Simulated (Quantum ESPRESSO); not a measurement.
**The valence band of Al2Pt as photoemission sees it**

Aim: the valence spectrum of Al2Pt from He I to hard X-rays, and which orbitals make each feature.

Program: Quantum ESPRESSO 7.5. Level of theory: DFT, PBEsol, plane waves, ultrasoft GBRV pseudopotentials, scalar-relativistic, in the first sound run; inputs show where later runs differ. Results are calculated unless marked as measured.

The database entry behind the starting cell differs from later determinations by our own check (0.1 to 0.3 % short, probably kX units), so it need not match the best structure at ambient conditions.

## 1. The starting structure

Symmetry: Fm-3m, No. 225, cubic system. The conventional cell has a = 5.910 Å, b = 5.910 Å, c = 5.910 Å, α = 90.00°, β = 90.00°, γ = 90.00°. Nearest to Pt lie 8 Al at 2.56 Å. Nearest to Al lie 4 Pt at 2.56 Å. Farther neighbours are not listed.

## 2. The base run: self-consistent run

First the self-consistent run; potential, DOS and bands follow from it in later steps.

scf.in

```
&control
  calculation = 'scf'
  prefix = 'pes'
  outdir = './tmp'
  pseudo_dir = './pp'
  tprnfor = .true.
  tstress = .true.
/
&system
  ibrav = 0
  nat = 3
  ntyp = 2
  ecutwfc = 40.0
  ecutrho = 200.0
  occupations = 'smearing'
  nbnd = 21
  smearing = 'fd'
  degauss = 0.00367
/
&electrons
  conv_thr = 1.8e-08
  mixing_beta = 0.5
  electron_maxstep = 120
/
ATOMIC_SPECIES
Pt 195.0840 pt_pbesol_v1.4.uspp.F.UPF
Al 26.9815 al_pbesol_v1.uspp.F.UPF
CELL_PARAMETERS angstrom
 0.000000000 2.955000000 2.955000000
 2.955000000 0.000000000 2.955000000
 2.955000000 2.955000000 0.000000000
ATOMIC_POSITIONS crystal
Pt 0.000000000 0.000000000 0.000000000
Al 0.750000000 0.750000000 0.750000000
Al 0.250000000 0.250000000 0.250000000
K_POINTS automatic
12 12 12 0 0 0
```

The run is started by

```
$ OMP_NUM_THREADS=1 mpirun -n 4 pw.x -nk 4 -in scf.in > scf.out
```

Output:

```text
Program PWSCF v.7.5 starts

     This program is part of the open-source Quantum ESPRESSO suite
     for quantum simulation of materials; please cite
         "P. Giannozzi et al., J. Phys.:Condens. Matter 21 395502 (2009);
         "P. Giannozzi et al., J. Phys.:Condens. Matter 29 465901 (2017);
         "P. Giannozzi et al., J. Chem. Phys. 152 154105 (2020);
          URL
     in publications or presentations arising from this work. More details at

     Parallel version (MPI & OpenMP), running on       4 processor cores
     Number of MPI processes:                 4
     Threads/MPI process:                     1

     MPI processes distributed on     1 nodes
     21273 MiB available memory on the printing compute node when the environment starts

     Current dimensions of program PWSCF are:
     Max number of different atomic species (ntypx) = 10
     Max number of k-points (npk) =  40000
     Max angular momentum in pseudopotentials (lmaxx) =  4
     Message from routine setup:
     using ibrav=0 with symmetry is DISCOURAGED, use correct ibrav instead

     K-points division:     npool     =       4
     Subspace diagonalization in iterative solution of the eigenvalue problem:
     a serial algorithm will be used

     G-vector sticks info
     --------------------
     sticks:   dense  smooth     PW     G-vecs:    dense   smooth      PW
     Sum         847     685    211                16529    11935    2085

     Using Slab Decomposition

     bravais-lattice index     =            0
     lattice parameter (alat)  =       7.8972  a.u.
     unit-cell volume          =     348.2564 (a.u.)^3
     number of atoms/cell      =            3
     number of atomic types    =            2
     number of electrons       =        22.00
     number of Kohn-Sham states=           21
     kinetic-energy cutoff     =      40.0000  Ry
     charge density cutoff     =     200.0000  Ry
     scf convergence threshold =      1.8E-08
     mixing beta               =       0.5000
     number of iterations used =            8  plain     mixing
     Exchange-correlation= SLA  PW   PSX  PSC
                           (   1   4  10   8   0   0   0)

     celldm(1)=   7.897168  celldm(2)=   0.000000  celldm(3)=   0.000000
     celldm(4)=   0.000000  celldm(5)=   0.000000  celldm(6)=   0.000000

     crystal axes: (cart. coord. in units of alat)
               a(1) = (   0.000000   0.707107   0.707107 )
               a(2) = (   0.707107   0.000000   0.707107 )
               a(3) = (   0.707107   0.707107   0.000000 )

     reciprocal axes: (cart. coord. in units 2 pi/alat)
               b(1) = ( -0.707107  0.707107  0.707107 )
               b(2) = (  0.707107 -0.707107  0.707107 )
               b(3) = (  0.707107  0.707107 -0.707107 )

     PseudoPot. # 1 for Pt read from file:
     ./pp/pt_pbesol_v1.4.uspp.F.UPF
     Pseudo is Ultrasoft + core correction, Zval = 16.0
     Generated by new atomic code, or converted to UPF format
     Using radial grid of  985 points,  6 beta functions with:
                l(1) =   0
                l(2) =   0
                l(3) =   1
                l(4) =   1
                l(5) =   2
                l(6) =   2
     Q(r) pseudized with  8 coefficients,  rinner =    1.300   1.300   1.300
                                                       1.300   1.300

     PseudoPot. # 2 for Al read from file:
     ./pp/al_pbesol_v1.uspp.F.UPF
     Pseudo is Ultrasoft + core correction, Zval =  3.0
     Generated by new atomic code, or converted to UPF format
     Using radial grid of  893 points,  3 beta functions with:
                l(1) =   0
                l(2) =   1
                l(3) =   2
     Q(r) pseudized with  8 coefficients,  rinner =    0.900   0.900   0.900
                                                       0.900   0.900

     atomic species   valence    mass     pseudopotential
     Pt               16.00   195.08400     Pt( 1.00)
     Al                3.00    26.98150     Al( 1.00)

     48 Sym. Ops., with inversion, found

   Cartesian axes

     site n.     atom                  positions (alat units)
         1        Pt     tau(   1) = (   0.0000000   0.0000000   0.0000000  )
         2        Al     tau(   2) = (   1.0606602   1.0606602   1.0606602  )
         3        Al     tau(   3) = (   0.3535534   0.3535534   0.3535534  )

     number of k points=    72  Fermi-Dirac smearing, width (Ry)=  0.0037
                       cart. coord. in units 2pi/alat
        k(    1) = (   0.0000000   0.0000000   0.0000000), wk =   0.0011574
        k(    2) = (   0.0589256   0.0589256  -0.0589256), wk =   0.0092593
        k(    3) = (   0.1178511   0.1178511  -0.1178511), wk =   0.0092593
        k(    4) = (   0.1767767   0.1767767  -0.1767767), wk =   0.0092593
        k(    5) = (   0.2357023   0.2357023  -0.2357023), wk =   0.0092593
        k(    6) = (   0.2946278   0.2946278  -0.2946278), wk =   0.0092593
        k(    7) = (  -0.3535534  -0.3535534   0.3535534), wk =   0.0046296
        k(    8) = (   0.1178511   0.0000000  -0.0000000), wk =   0.0069444
        k(    9) = (   0.1767767   0.0589256  -0.0589256), wk =   0.0277778
        k(   10) = (   0.2357023   0.1178511  -0.1178511), wk =   0.0277778
        k(   11) = (   0.2946278   0.1767767  -0.1767767), wk =   0.0277778
        k(   12) = (   0.3535534   0.2357023  -0.2357023), wk =   0.0277778
        k(   13) = (  -0.2946278  -0.4124790   0.4124790), wk =   0.0277778
        k(   14) = (  -0.2357023  -0.3535534   0.3535534), wk =   0.0277778
        k(   15) = (  -0.1767767  -0.2946278   0.2946278), wk =   0.0277778
        k(   16) = (  -0.1178511  -0.2357023   0.2357023), wk =   0.0277778
[...]
k(   65) = (  -0.2357023  -0.4714045   0.7071068), wk =   0.0277778
        k(   66) = (  -0.1767767  -0.4124790   0.6481812), wk =   0.0555556
        k(   67) = (  -0.1178511  -0.3535534   0.5892557), wk =   0.0277778
        k(   68) = (  -0.1178511  -0.4714045   0.7071068), wk =   0.0277778
        k(   69) = (  -0.0589256  -0.4124790   0.6481812), wk =   0.0555556
        k(   70) = (   0.0000000  -0.3535534   0.5892557), wk =   0.0277778
        k(   71) = (  -0.7071068   0.2357023   0.0000000), wk =   0.0138889
        k(   72) = (  -0.7071068   0.3535534   0.0000000), wk =   0.0069444

     Dense  grid:    16529 G-vectors     FFT dimensions: (  36,  36,  36)

     Smooth grid:    11935 G-vectors     FFT dimensions: (  32,  32,  32)

     Estimated max dynamical RAM per process >      35.46 MB

     Estimated total dynamical RAM >     129.74 MB

[...]
-42.1509 -42.1508 -42.1508   0.8851   5.8637   5.9928   5.9928   7.2532
     7.3494  13.9493  13.9717  13.9717  14.2297  16.4951  16.6677  17.2608
    17.2608  17.5897  17.5897  19.7187  20.3619

          k = 0.1768 0.0589-0.0589 (  1475 PWs)   bands (ev):

[...]
17.4219  18.1507  18.2685  20.6691  20.9698

          k = 0.2357 0.1179-0.1179 (  1478 PWs)   bands (ev):

[...]
17.2830  18.9606  19.0249  21.4946  22.8782

          k = 0.2946 0.1768-0.1768 (  1476 PWs)   bands (ev):

[...]
17.6068  19.8710  19.9240  22.4520  23.9259

          k = 0.3536 0.2357-0.2357 (  1476 PWs)   bands (ev):

[...]
18.6295  20.6593  20.9411  23.2438  23.7824

          k =-0.2946-0.4125 0.4125 (  1488 PWs)   bands (ev):

[...]
19.8000  20.7836  21.5030  23.0577  23.8904

          k =-0.2357-0.3536 0.3536 (  1493 PWs)   bands (ev):

[...]
20.0740  20.0960  21.2457  23.3743  24.0966

          k =-0.1768-0.2946 0.2946 (  1479 PWs)   bands (ev):

[...]
19.0415  19.0673  21.1603  22.7123  24.9417

          k =-0.1179-0.2357 0.2357 (  1484 PWs)   bands (ev):

[...]
17.9876  18.1864  20.2885  21.9587  23.9599

          k =-0.0589-0.1768 0.1768 (  1477 PWs)   bands (ev):

[...]
k =-0.0000-0.1179 0.1179 (  1454 PWs)   bands (ev):

[...]
k = 0.2357 0.0000-0.0000 (  1463 PWs)   bands (ev):

[...]
k = 0.2946 0.0589-0.0589 (  1477 PWs)   bands (ev):

[...]
k = 0.3536 0.1179-0.1179 (  1484 PWs)   bands (ev):

[...]
k = 0.4125 0.1768-0.1768 (  1484 PWs)   bands (ev):

[...]
k =-0.2357-0.4714 0.4714 (  1493 PWs)   bands (ev):

[...]
k =-0.1768-0.4125 0.4125 (  1485 PWs)   bands (ev):

[...]
k =-0.1179-0.3536 0.3536 (  1487 PWs)   bands (ev):

[...]
k =-0.0589-0.2946 0.2946 (  1489 PWs)   bands (ev):

[...]
k = 0.0000-0.2357 0.2357 (  1492 PWs)   bands (ev):

[...]
k = 0.3536 0.0000 0.0000 (  1491 PWs)   bands (ev):

[...]
k = 0.4125 0.0589-0.0589 (  1486 PWs)   bands (ev):

[...]
k = 0.4714 0.1179-0.1179 (  1494 PWs)   bands (ev):

[...]
k =-0.1768-0.5303 0.5303 (  1491 PWs)   bands (ev):

[...]
k =-0.1179-0.4714 0.4714 (  1497 PWs)   bands (ev):

[...]
k =-0.0589-0.4125 0.4125 (  1494 PWs)   bands (ev):

[...]
k = 0.0000-0.3536 0.3536 (  1478 PWs)   bands (ev):

[...]
k = 0.4714 0.0000-0.0000 (  1479 PWs)   bands (ev):

[...]
k = 0.5303 0.0589-0.0589 (  1489 PWs)   bands (ev):

[...]
k =-0.1179-0.5893 0.5893 (  1492 PWs)   bands (ev):

[...]
k =-0.0589-0.5303 0.5303 (  1493 PWs)   bands (ev):

[...]
k = 0.5893 0.0000-0.0000 (  1488 PWs)   bands (ev):

[...]
k = 0.0000-0.5893 0.5893 (  1494 PWs)   bands (ev):

[...]
k =-0.7071 0.0000 0.0000 (  1524 PWs)   bands (ev):

[...]
k = 0.2357 0.1179 0.0000 (  1483 PWs)   bands (ev):

[...]
k = 0.2946 0.1768-0.0589 (  1484 PWs)   bands (ev):

[...]
k = 0.3536 0.2357-0.1179 (  1476 PWs)   bands (ev):

[...]
k = 0.3536 0.1179 0.0000 (  1487 PWs)   bands (ev):

[...]
k = 0.4125 0.1768-0.0589 (  1484 PWs)   bands (ev):

[...]
k = 0.0000-0.2357 0.3536 (  1501 PWs)   bands (ev):

[...]
k = 0.4714 0.1179-0.0000 (  1484 PWs)   bands (ev):

[...]
k =-0.1179-0.5893 0.7071 (  1490 PWs)   bands (ev):

[...]
k =-0.0589-0.5303 0.6482 (  1490 PWs)   bands (ev):

[...]
k =-0.0000-0.4714 0.5893 (  1488 PWs)   bands (ev):

[...]
k =-0.7071 0.1179-0.0000 (  1508 PWs)   bands (ev):

[...]
k =-0.2357-0.4714 0.7071 (  1492 PWs)   bands (ev):

[...]
19.8441  20.3758  21.4419  23.3633  23.8960

          k =-0.1768-0.4125 0.6482 (  1491 PWs)   bands (ev):

[...]
19.2835  20.9970  22.2620  23.1613  24.7762

          k =-0.1179-0.3536 0.5893 (  1498 PWs)   bands (ev):

[...]
19.4937  20.9243  22.8144  23.6979  24.4588

          k =-0.1179-0.4714 0.7071 (  1494 PWs)   bands (ev):

[...]
20.2440  21.6804  22.4323  23.7965  24.2676

          k =-0.0589-0.4125 0.6482 (  1497 PWs)   bands (ev):

   -42.1531 -42.1526 -42.1519   4.6184   4.9794   5.7266   6.2255   7.1210
     7.6109   8.0260   8.6955  10.2352  15.4185  16.5293  16.8599  18.3331
    20.4219  22.1081  23.1506  23.6256  23.9969

          k = 0.0000-0.3536 0.5893 (  1492 PWs)   bands (ev):

   -42.1529 -42.1527 -42.1518   4.3805   5.0233   5.9378   6.1756   7.0615
     7.4549   8.4446   8.4859  10.4421  15.5760  16.2729  17.3829  17.9518
    19.9734  22.1371  22.8173  22.9532  24.3307

          k =-0.7071 0.2357 0.0000 (  1488 PWs)   bands (ev):

   -42.1532 -42.1524 -42.1519   4.9498   5.0680   5.1700   6.4865   7.2239
     7.7213   7.7510   8.7611   9.9949  15.1615  15.6999  17.4179  19.0802
    21.0256  22.2968  23.1215  23.1513  23.8951

          k =-0.7071 0.3536 0.0000 (  1480 PWs)   bands (ev):

   -42.1528 -42.1528 -42.1519   4.9955   4.9955   5.5939   5.9019   7.2241
     7.7511   8.2217   8.2217  10.1130  16.2077  16.2077  17.1502  17.2995
    20.9157  22.9499  22.9499  23.4295  24.2314

     the Fermi energy is    11.0346 ev

!    total energy              =    -224.07093484 Ry
     estimated scf accuracy    <          8.9E-09 Ry
     smearing contrib. (-TS)   =      -0.00071699 Ry
     internal energy E=F+TS    =    -224.07021785 Ry

     The total energy is F=E-TS. E is the sum of the following terms:
     one-electron contribution =     -84.09670241 Ry
     hartree contribution      =      53.30098522 Ry
     xc contribution           =     -65.24772050 Ry
     ewald contribution        =    -128.02678016 Ry

     convergence has been achieved in   8 iterations

     negative rho (up, down):  1.707E-01 0.000E+00

     Forces acting on atoms (cartesian axes, Ry/au):

     atom    1 type  1   force =    -0.00000000    0.00000000   -0.00000000
     atom    2 type  2   force =    -0.00000000    0.00000000    0.00000000
     atom    3 type  2   force =     0.00000000   -0.00000000   -0.00000000

     Total force =     0.000000     Total SCF correction =     0.000000

     Computing stress (Cartesian axis) and pressure

     negative rho (up, down):  1.707E-01 0.000E+00
          total   stress  (Ry/bohr**3)                   (kbar)     P=      -14.23
  -0.00009671  -0.00000000  -0.00000000          -14.23       -0.00       -0.00
  -0.00000000  -0.00009671  -0.00000000           -0.00      -14.23       -0.00
  -0.00000000  -0.00000000  -0.00009671           -0.00       -0.00      -14.23

     XML data file, charge density, pseudopotentials, collected wavefunctions

     Called by init_run:

     Called by electrons:

     Called by c_bands:

     Called by *egterg:

     Called by h_psi:
                                        0.00s GPU  (     533 calls)

     General routines

     Parallel routines

=------------------------------------------------------------------------------=
   JOB DONE.
=------------------------------------------------------------------------------=
```

The job ended after 7.4 s (4 MPI ranks of Arm Neoverse V1, shared host; 29 s of CPU time).

This step gave:

```
free energy  : -3048.6404 eV
Fermi energy : 11.03 eV
pressure     : -1.423 GPa
```

The run ends at a pressure of -1.42 GPa.

(Continued in part 2 of 21.)

[Logs are printed without paths, hosts, clocks, repeated set-up lines and the standing remarks that a program may print on its own settings, such as how far it seeks lower states.]

[Hosts, paths, dates, database ids (printed as entryN), source tags and the programs' standing remarks are cut or masked in the printed files.]

[Maps of the electrostatic potential energy from Ansatz leave out the sawtooth potential of an applied field or a dipole correction, so their vacuum need not be flat; work functions include it.]

[Peak lists hold at most the 14 tallest peaks of each spectrum; further lines can be left out.]
